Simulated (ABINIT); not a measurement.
Records of electronic-structure calculations.

**Quasiparticle gap of Tellurium (P3_121, 3 atoms a cell) in ABINIT**

Symmetry: P3_121, No. 152, trigonal system. Conventional cell: a = 4.454 Å, b = 4.454 Å, c = 5.924 Å, α = 90.00°, β = 90.00°, γ = 120.00°. Te has 2 Te at 2.86 Å nearest.

```yaml
method: RPA screening on PBE, plane waves, norm-conserving pseudopotentials (and 2 further levels or steps)
program: ABINIT 10.8.3
settings: cutoff 39 Ha, PseudoDojo scalar-relativistic 0.4 stringent, norm-conserving, potential set dojo-sr-pbe-0.4-stringent, ngkpt (3, 3, 2), nband 112, ecuteps 4 Ha, inclvkb 2, shiftk (0, 0, 0), symchi 1, awtr 1, frequency ppm, 3×3×2 k-mesh
cost: 5 runs, 3.4 min in all on 4 MPI ranks of AMD EPYC 7R43, shared host
notes: The database entry behind the starting cell differs from other determinations of this structure. The program’s warnings: nkpt*nsppol () is not a multiple of nproc spkpt (). The cell and positions come from the Crystallography Open Database and are kept as given unless a step says otherwise. Limits: screening runs away on this mesh; no spin-orbit coupling. The 3×3×2 mesh is coarse for this cell, which bears on the long-range parts of exchange and screening. On this mesh the RPA ε∞ passes 90, more than nearly any semiconductor shows; a coarse mesh does this where one point with a narrow direct gap carries much weight. The screening is then too strong, and the G0W0 gap should not be taken as the material’s.
pbe_gap: 0.19 eV, direct
g0w0_gap_on_the_mesh: 0.43 eV
gw_settings: 3×3×2 mesh, 112 bands, screening to 108.8 eV, Godby-Needs plasmon pole
```

G0W0 moves the gap on the mesh from 0.19 eV to 0.43 eV (+0.24 eV), with Z of 0.79 and 0.79 at the edges. Local fields lower the RPA ε∞ on this mesh from 1644.56 to 1323.68; a Γ-centred mesh this coarse tends to raise both, most where the direct gap is narrow, while a short band sum lowers them.

[Long decimals in the printed logs are rounded to 6 places.]

[Logs are printed without paths, hosts, clocks, repeated set-up lines and the standing remarks that a program may print on its own settings, such as how far it seeks lower states.]

[Paths, hosts, dates, memory and timing lines, banners, echoed tables and standing remarks are left out of the program output; an Ansatz launch command may be rebuilt from the run's recorded settings. Measured values are a selection of at most five: reports struck by readers or far from the other reports are left out. None is set beside runs whose start may be inverted or whose files or cutoffs have a known fault.]

[Runs of the session that timed out or met a known fault of the program may be left out.]

[Hosts, paths, dates, database ids (printed as entryN), source tags and the programs' standing remarks are cut or masked in the printed files.]

[G0W0 gaps are taken among the corrected bands and points alone; a level outside them can change the order at an edge.]

[Where Ansatz stands beside ABINIT at settings called matched, ABINIT's density can come from a denser mesh and the files from another edition; pairs whose starting gaps differed by over 0.03 eV were left out, so agreement reads better than it is.]
